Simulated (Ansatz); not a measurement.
# P on Al(100): change of the work function, part 2 of 4

Wanted: Δφ(θ) for P/Al(100), starting from the hollow site.

Ansatz 0.2.0; plane-wave DFT, PBE, Ansatz PAW.

So far, work function, upper face (eV): step 2 (the clean slab) 4.29.

### Step 3. Adsorbate added, k-mesh 4×4×1, coverage 0.111 ML

System of this step: Al36P (P/Al(100)). The cell holds 37 atoms: 36 Al and 1 P. Its edges and angles: a = 8.591 Å, b = 8.591 Å, c = 25.275 Å, α = 90.0°, β = 90.0°, γ = 90.0°. Vacuum lies along c.

The clean slab as it ended is repeated in the plane and the adsorbate is set on one face; the cell's size fixes the coverage, and the k-mesh shrinks with it to keep the sampling density about even. Adsorbate and upper layers relax, since the dipole depends on the height.

input.yaml reads:

```yaml
crystal:
  lattice:
    - [8.5913473914, 0.0, 0.0]
    - [0.0, 8.5913473914, 0.0]
    - [0.0, 0.0, 25.2751578101]
  atoms:
    - { symbol: Al, position: [0.1666666667, 0.1666666667, 0.3560808628] }
    - { symbol: Al, position: [0.0, 0.0, 0.4361990569] }
    - { symbol: Al, position: [0.1666666667, 0.1666666667, 0.5156973654] }
    - { symbol: Al, position: [0.0, 0.0, 0.5968663091] }
    - { symbol: Al, position: [0.1666666667, 0.5, 0.3560808628] }
    - { symbol: Al, position: [0.0, 0.3333333333, 0.4361990569] }
    - { symbol: Al, position: [0.1666666667, 0.5, 0.5156973654] }
    - { symbol: Al, position: [0.0, 0.3333333333, 0.5968663091] }
    - { symbol: Al, position: [0.1666666667, 0.8333333333, 0.3560808628] }
    - { symbol: Al, position: [0.0, 0.6666666667, 0.4361990569] }
    - { symbol: Al, position: [0.1666666667, 0.8333333333, 0.5156973654] }
    - { symbol: Al, position: [0.0, 0.6666666667, 0.5968663091] }
    - { symbol: Al, position: [0.5, 0.1666666667, 0.3560808628] }
    - { symbol: Al, position: [0.3333333333, 0.0, 0.4361990569] }
    - { symbol: Al, position: [0.5, 0.1666666667, 0.5156973654] }
    - { symbol: Al, position: [0.3333333333, 0.0, 0.5968663091] }
    - { symbol: Al, position: [0.5, 0.5, 0.3560808628] }
    - { symbol: Al, position: [0.3333333333, 0.3333333333, 0.4361990569] }
    - { symbol: Al, position: [0.5, 0.5, 0.5156973654] }
    - { symbol: Al, position: [0.3333333333, 0.3333333333, 0.5968663091] }
    - { symbol: Al, position: [0.5, 0.8333333333, 0.3560808628] }
    - { symbol: Al, position: [0.3333333333, 0.6666666667, 0.4361990569] }
    - { symbol: Al, position: [0.5, 0.8333333333, 0.5156973654] }
    - { symbol: Al, position: [0.3333333333, 0.6666666667, 0.5968663091] }
    - { symbol: Al, position: [0.8333333333, 0.1666666667, 0.3560808628] }
    - { symbol: Al, position: [0.6666666667, 0.0, 0.4361990569] }
    - { symbol: Al, position: [0.8333333333, 0.1666666667, 0.5156973654] }
    - { symbol: Al, position: [0.6666666667, 0.0, 0.5968663091] }
    - { symbol: Al, position: [0.8333333333, 0.5, 0.3560808628] }
    - { symbol: Al, position: [0.6666666667, 0.3333333333, 0.4361990569] }
    - { symbol: Al, position: [0.8333333333, 0.5, 0.5156973654] }
    - { symbol: Al, position: [0.6666666667, 0.3333333333, 0.5968663091] }
    - { symbol: Al, position: [0.8333333333, 0.8333333333, 0.3560808628] }
    - { symbol: Al, position: [0.6666666667, 0.6666666667, 0.4361990569] }
    - { symbol: Al, position: [0.8333333333, 0.8333333333, 0.5156973654] }
    - { symbol: Al, position: [0.6666666667, 0.6666666667, 0.5968663091] }
    - { symbol: P, position: [0.1666666667, 0.1666666667, 0.6439191372] }
kpoints:
  mp_grid: { grid: [4, 4, 1] }
hamiltonian:
  xc: pbe
scf:
  occupations: { method: fermi_dirac, width: 0.1 }
  convergence: { dr2_threshold: 1.0e-08 }
efield:
  axis: 3
  dipole_correction: true
  ramp_position: 0.97
  ramp_width: 0.06
relax:
  f_tol: 0.02
  max_steps: 60
  constraints:
    - { sites: [0, 1, 4, 5, 8, 9, 12, 13, 16, 17, 20, 21, 24, 25, 28, 29, 32, 33] }
output:
  write_potential: true
  write_density: true
  volumetric_format: npy
```

On the command line:

```console
ansatz run input.yaml --threads 2 --pin off --max-ram 4096MiB --backend cpu --events-out ev --progress --plain --runs-dir out
```

Numbers of over 12 decimals in the logs are rounded to 6 here.

The log of the run:

```text
[...]
Crystal: 37 atoms, lattice volume = 1865.591 Å³
Basis set: ecut = 420 eV, 36421 PW (Γ), exchange–correlation on 120×120×360 points (8 copies of the dense FFT grid, shifted against one another)
Bands: 94, of which v1, the nominal top of the filled ones, is band 57 counted from 1 (56 counted from 0)
Symmetry: 8 space group operations
[...]
k-points: 6 of 16
[...]
SCF iter   1: F=—  HF=-20097.862800 eV  |F-HF|=—  |Δ(HF+E_count)|=         —  Δρ=1.79e-3  dr2=9.72e-1  ethr=1.77e-3  p=-0.112 e·Å  D=-1.09e-2 V/Å  ΔV_dip=0.28 eV  dr2_dipole=2.15e-1  V_vac-E_F(+/−)=4.47/4.19 eV  ⟨swp⟩=9.7  Hψ=3500  notcnv=0  defer=6
[...]
SCF iter   8: F=-20097.802521 eV  HF=-20097.802521 eV  |F-HF|=1.78e-8  |Δ(HF+E_count)|=   6.04e-8  Δρ=3.40e-7  dr2=5.08e-9  ethr=8.85e-12  p=-0.051 e·Å  D=-4.91e-3 V/Å  ΔV_dip=0.12 eV  dr2_dipole=2.53e-10  V_vac-E_F(+/−)=4.49/4.36 eV  ⟨swp⟩=8.3  Hψ=3944  notcnv=0
SCF 1 converged in 8 iterations: F = -20097.802521 eV  dr2 = 5.08e-9
[...]
relax step   1: F+E_penalty+E_count = -20097.80252115 eV  Δ(F+E_penalty+E_count) = +0.000e0 eV  max|allowed force component| = 2.341e0 eV/Å  Δτ_max = 0.0000 Å  (8 SCF iters, accepted)
[...]
SCF iter   7: F=-20098.106302 eV  HF=-20098.106302 eV  |F-HF|=3.32e-8  |Δ(HF+E_count)|=   2.87e-7  Δρ=4.56e-7  dr2=7.95e-9  ethr=8.85e-12  p=-0.074 e·Å  D=-7.22e-3 V/Å  ΔV_dip=0.18 eV  dr2_dipole=1.22e-10  V_vac-E_F(+/−)=4.53/4.35 eV  ⟨swp⟩=8.5  Hψ=4105  notcnv=0
SCF 2 converged in 7 iterations: F = -20098.106302 eV  dr2 = 7.95e-9
[...]
relax step   2: F+E_penalty+E_count = -20098.10630180 eV  Δ(F+E_penalty+E_count) = -3.038e-1 eV  max|allowed force component| = 9.720e-1 eV/Å  Δτ_max = 0.1934 Å  (7 SCF iters, accepted)
SCF iter   1: F=—  HF=-20098.172845 eV  |F-HF|=—  |Δ(HF+E_count)|=         —  Δρ=7.84e-4  dr2=2.11e-2  ethr=3.37e-4  p=-0.074 e·Å  D=-7.22e-3 V/Å  ΔV_dip=0.18 eV  dr2_dipole=2.92e-4  V_vac-E_F(+/−)=4.53/4.35 eV  ⟨swp⟩=4.5  Hψ=1465  notcnv=0  defer=24
[...]
SCF iter   7: F=-20098.169559 eV  HF=-20098.169559 eV  |F-HF|=1.45e-8  |Δ(HF+E_count)|=   1.62e-7  Δρ=2.92e-7  dr2=2.80e-9  ethr=8.85e-12  p=-0.092 e·Å  D=-8.91e-3 V/Å  ΔV_dip=0.23 eV  dr2_dipole=2.73e-10  V_vac-E_F(+/−)=4.57/4.34 eV  ⟨swp⟩=10.5  Hψ=3817  notcnv=0
SCF 3 converged in 7 iterations: F = -20098.169559 eV  dr2 = 2.80e-9
[...]
relax step   3: F+E_penalty+E_count = -20098.16955905 eV  Δ(F+E_penalty+E_count) = -6.326e-2 eV  max|allowed force component| = 5.660e-2 eV/Å  Δτ_max = 0.1303 Å  (7 SCF iters, accepted)
SCF iter   1: F=—  HF=-20098.169070 eV  |F-HF|=—  |Δ(HF+E_count)|=         —  Δρ=1.59e-4  dr2=9.51e-4  ethr=7.85e-6  p=-0.092 e·Å  D=-8.91e-3 V/Å  ΔV_dip=0.23 eV  dr2_dipole=6.77e-9  V_vac-E_F(+/−)=4.57/4.34 eV  ⟨swp⟩=2.0  Hψ=1241  notcnv=0  defer=24
[...]
SCF iter   6: F=-20098.170488 eV  HF=-20098.170488 eV  |F-HF|=7.09e-9  |Δ(HF+E_count)|=   4.12e-8  Δρ=1.78e-7  dr2=1.36e-9  ethr=8.85e-12  p=-0.091 e·Å  D=-8.84e-3 V/Å  ΔV_dip=0.22 eV  dr2_dipole=1.98e-11  V_vac-E_F(+/−)=4.57/4.34 eV  ⟨swp⟩=10.0  Hψ=3609  notcnv=0
SCF 4 converged in 6 iterations: F = -20098.170488 eV  dr2 = 1.36e-9
relax step   4: F+E_penalty+E_count = -20098.17048785 eV  Δ(F+E_penalty+E_count) = -9.288e-4 eV  max|allowed force component| = 6.446e-3 eV/Å  Δτ_max = 0.0176 Å  (6 SCF iters, accepted)
NSCF: frozen V_eff on 6 k-points
the band table was solved once a step of the walk had ended and its energy, with any forces and stress, was formed, with the checks that follow a solve (3846 applications of the Hamiltonian). They found nothing against the state; the energy, forces and stress were not computed again (output.eigenvalues in the input reference)
[...]
SCF converged after 6 iterations
Free energy (F): -20098.170488 eV
[...]
Internal energy: -20097.692600 eV  (E = F + TS)
E sigma→0 (E₀):  -20097.931544 eV
Entropy (-TS):   -0.477888 eV (-12.916 meV/atom)
Fermi energy:    -0.338898 eV
Dipole field:    D = -0.008839 V/Å  (p = -0.091126 e·Å, saw-weighted, corrected)
Work function:   Φ+ = 4.5660 eV   Φ− = 4.3426 eV
[...]
--- Forces (eV/Å), atoms counted from 1 ---
  atom   1  Al     0.00000000     0.00000000    -0.15200812
  atom   2  Al    -0.04424368    -0.04424368     0.08534127
  atom   3  Al    -0.00000000     0.00000000     0.00140458
  atom   4  Al     0.00462402     0.00462402    -0.00081106
  atom   5  Al     0.00000000     0.00663755    -0.08593755
  atom   6  Al    -0.04424368     0.04424368     0.08534127
  atom   7  Al     0.00000000    -0.00134523    -0.00246741
  atom   8  Al     0.00462402    -0.00462402    -0.00081106
  atom   9  Al     0.00000000    -0.00663755    -0.08593755
  atom  10  Al     0.08745724     0.00000000     0.04896333
  atom  11  Al     0.00000000     0.00134523    -0.00246741
  atom  12  Al     0.00152305     0.00000000     0.00252956
  atom  13  Al     0.00663755     0.00000000    -0.08593755
  atom  14  Al     0.04424368    -0.04424368     0.08534127
  atom  15  Al    -0.00134523     0.00000000    -0.00246741
  atom  16  Al    -0.00462402     0.00462402    -0.00081106
  atom  17  Al    -0.03968007    -0.03968007    -0.03199279
  atom  18  Al     0.04424368     0.04424368     0.08534127
  atom  19  Al    -0.00026860    -0.00026860    -0.00049573
  atom  20  Al    -0.00462402    -0.00462402    -0.00081106
  atom  21  Al    -0.03968007     0.03968007    -0.03199279
  atom  22  Al    -0.08745724     0.00000000     0.04896333
  atom  23  Al    -0.00026860     0.00026860    -0.00049573
  atom  24  Al    -0.00152305     0.00000000     0.00252956
  atom  25  Al    -0.00663755     0.00000000    -0.08593755
  atom  26  Al     0.00000000     0.08745724     0.04896333
  atom  27  Al     0.00134523     0.00000000    -0.00246741
  atom  28  Al     0.00000000     0.00152305     0.00252956
  atom  29  Al     0.03968007    -0.03968007    -0.03199279
  atom  30  Al     0.00000000    -0.08745724     0.04896333
  atom  31  Al     0.00026860    -0.00026860    -0.00049573
  atom  32  Al     0.00000000    -0.00152305     0.00252956
  atom  33  Al     0.03968007     0.03968007    -0.03199279
  atom  34  Al    -0.00000000     0.00000000     0.08197348
  atom  35  Al     0.00026860     0.00026860    -0.00049573
  atom  36  Al     0.00000000     0.00000000     0.00167605
  atom  37  P     -0.00000000     0.00000000     0.00644576
  max |Σ_I F_I| component: 1.02e-5 eV/Å
--- Band table (eV; the first three rows and the last of 6) ---
  k-point 0: bands = [... 53 lower, -0.5777, -0.5547, -0.5547, -0.5045, -0.4203, -0.3924, -0.3555, -0.3485, ... 33 higher]
  k-point 1: bands = [... 53 lower, -0.8147, -0.7347, -0.4031, -0.0583, -0.0447, -0.0331, 0.0995, 0.1277, ... 33 higher]
  k-point 2: bands = [... 53 lower, -0.8105, -0.7289, -0.5334, -0.1186, -0.0404, 0.0045, 0.4044, 0.4801, ... 33 higher]
  k-point 5: bands = [... 53 lower, -0.6112, -0.0789, 0.0236, 0.0954, 0.1074, 0.1649, 0.1649, 0.1738, ... 33 higher]
--- Relaxed structure (4 steps of the walk, 4 accepted, 0 SCFs on fresh bases) ---
  F+E_penalty+E_count = -20098.17048785 eV   max|allowed force component| = 6.446e-3 eV/Å
  atoms:
    - { symbol: Al, position: [0.166667, 0.166667, 0.3560808628] }
    - { symbol: Al, position: [1.6666659794015235e-11, 1.6666659794015235e-11, 0.4361990569] }
    - { symbol: Al, position: [0.166667, 0.166667, 0.515657] }
    - { symbol: Al, position: [-0.000825101, -0.000825101, 0.598166] }
    - { symbol: Al, position: [0.166667, 0.500000, 0.3560808628] }
    - { symbol: Al, position: [1.6666659794015235e-11, 0.333333, 0.4361990569] }
    - { symbol: Al, position: [0.166667, 0.497670, 0.518129] }
    - { symbol: Al, position: [-0.000825101, 0.334158, 0.598166] }
    - { symbol: Al, position: [0.166667, 0.833333, 0.3560808628] }
    - { symbol: Al, position: [1.6666659794015235e-11, 0.666667, 0.4361990569] }
    - { symbol: Al, position: [0.166667, 0.835663, 0.518129] }
    - { symbol: Al, position: [-0.00122487, 0.666667, 0.597625] }
    - { symbol: Al, position: [0.500000, 0.166667, 0.3560808628] }
    - { symbol: Al, position: [0.333333, 1.6666659794015235e-11, 0.4361990569] }
    - { symbol: Al, position: [0.497670, 0.166667, 0.518129] }
    - { symbol: Al, position: [0.334158, -0.000825101, 0.598166] }
    - { symbol: Al, position: [0.500000, 0.500000, 0.3560808628] }
    - { symbol: Al, position: [0.333333, 0.333333, 0.4361990569] }
    - { symbol: Al, position: [0.500946, 0.500946, 0.515114] }
    - { symbol: Al, position: [0.334158, 0.334158, 0.598166] }
    - { symbol: Al, position: [0.500000, 0.833333, 0.3560808628] }
    - { symbol: Al, position: [0.333333, 0.666667, 0.4361990569] }
    - { symbol: Al, position: [0.500946, 0.832388, 0.515114] }
    - { symbol: Al, position: [0.334558, 0.666667, 0.597625] }
    - { symbol: Al, position: [0.833333, 0.166667, 0.3560808628] }
    - { symbol: Al, position: [0.666667, 1.6666659794015235e-11, 0.4361990569] }
    - { symbol: Al, position: [0.835663, 0.166667, 0.518129] }
    - { symbol: Al, position: [0.666667, -0.00122487, 0.597625] }
    - { symbol: Al, position: [0.833333, 0.500000, 0.3560808628] }
    - { symbol: Al, position: [0.666667, 0.333333, 0.4361990569] }
    - { symbol: Al, position: [0.832388, 0.500946, 0.515114] }
    - { symbol: Al, position: [0.666667, 0.334558, 0.597625] }
    - { symbol: Al, position: [0.833333, 0.833333, 0.3560808628] }
    - { symbol: Al, position: [0.666667, 0.666667, 0.4361990569] }
    - { symbol: Al, position: [0.832388, 0.832388, 0.515114] }
    - { symbol: Al, position: [0.666667, 0.666667, 0.596510] }
    - { symbol: P, position: [0.166667, 0.166667, 0.656031] }
```

Wall time 3.5 min (2 threads of Arm Neoverse V1, shared host); peak memory 2.4 GiB.

The steps of the relaxation:

```tsv
step	energy less that of the first step (eV)	largest force component (eV/Å)
1	0.0000	2.3409
2	-0.3038	0.9720
3	-0.3670	0.0566
4	-0.3680	0.0064
```

Forces are held to the 8 operations that the run works with; a distortion that breaks them can't arise in this run.

The atoms that moved most (Å):

```tsv
atom	dx	dy	dz	length
P37	0.000	0.000	0.306	0.306
Al11	0.000	0.020	0.061	0.065
Al27	0.020	0.000	0.061	0.065
Al15	-0.020	0.000	0.061	0.065
Al7	0.000	-0.020	0.061	0.065
Al4	-0.007	-0.007	0.033	0.034
Al16	0.007	-0.007	0.033	0.034
Al8	-0.007	0.007	0.033	0.034
```

Final coordinates:

```xyz
37
Lattice="8.5913 0.0000 0.0000 0.0000 8.5913 0.0000 0.0000 0.0000 25.2752" Properties=species:S:1:pos:R:3
Al    1.4319    1.4319    9.0000
Al    0.0000    0.0000   11.0250
Al    1.4319    1.4319   13.0333
Al   -0.0071   -0.0071   15.1187
Al    1.4319    4.2957    9.0000
Al    0.0000    2.8638   11.0250
Al    1.4319    4.2757   13.0958
Al   -0.0071    2.8709   15.1187
Al    1.4319    7.1595    9.0000
Al    0.0000    5.7276   11.0250
Al    1.4319    7.1795   13.0958
Al   -0.0105    5.7276   15.1051
Al    4.2957    1.4319    9.0000
Al    2.8638    0.0000   11.0250
Al    4.2757    1.4319   13.0958
Al    2.8709   -0.0071   15.1187
Al    4.2957    4.2957    9.0000
Al    2.8638    2.8638   11.0250
Al    4.3038    4.3038   13.0196
Al    2.8709    2.8709   15.1187
Al    4.2957    7.1595    9.0000
Al    2.8638    5.7276   11.0250
Al    4.3038    7.1513   13.0196
Al    2.8743    5.7276   15.1051
Al    7.1595    1.4319    9.0000
Al    5.7276    0.0000   11.0250
Al    7.1795    1.4319   13.0958
Al    5.7276   -0.0105   15.1051
Al    7.1595    4.2957    9.0000
Al    5.7276    2.8638   11.0250
Al    7.1513    4.3038   13.0196
Al    5.7276    2.8743   15.1051
Al    7.1595    7.1595    9.0000
Al    5.7276    5.7276   11.0250
Al    7.1513    7.1513   13.0196
Al    5.7276    5.7276   15.0769
P     1.4319    1.4319   16.5813
```

Numbers from this step:

```
energy at zero smearing        : -20097.9315 eV
work function, upper face      : 4.566 eV
work function, lower face      : 4.343 eV
dipole along the normal        : -0.09113 e·Å
step between the vacuum levels : 0.2234 eV
```

Running mean over 2.025 Å of the planar mean; the ramp of the sawtooth is left out. Table of electron's electrostatic potential energy less the Fermi level by z:

```tsv
z (Å)	electron's electrostatic potential energy less the Fermi level (eV)
3.5	4.34
4.0	4.34
4.5	4.34
5.0	4.34
5.5	4.32
6.0	4.28
6.5	4.11
7.0	3.54
7.5	1.92
8.0	-0.480
8.5	-2.78
9.0	-4.15
9.5	-4.47
10.0	-4.53
10.5	-4.55
11.0	-4.54
11.5	-4.52
12.0	-4.51
12.5	-4.50
13.0	-4.49
13.5	-4.44
14.0	-4.43
14.5	-4.43
15.0	-4.40
15.5	-3.73
16.0	-1.95
16.5	0.340
17.0	2.34
17.5	3.46
18.0	4.16
18.5	4.46
19.0	4.54
19.5	4.56
20.0	4.56
20.5	4.57
21.0	4.57
21.5	4.57
22.0	4.57
```

The relaxation took 4 steps and lowered the energy by 0.37 eV; the largest force on the free atoms ends at 0.0064 eV/Å.

The covered face has 4.57 eV, +0.27 eV against the clean one; the bare back face has moved by +0.04 eV, a measure of how thin the slab is.

(Part 2 of 4 ends here.)

[Logs are printed without paths, hosts, clocks, repeated set-up lines and the standing remarks that a program may print on its own settings, such as how far it seeks lower states.]

[Hosts, paths, dates, database ids (printed as entryN), source tags and the programs' standing remarks are cut or masked in the printed files.]

[Maps of the electrostatic potential energy from Ansatz leave out the sawtooth potential of an applied field or a dipole correction, so their vacuum need not be flat; planar profiles and work functions include it.]
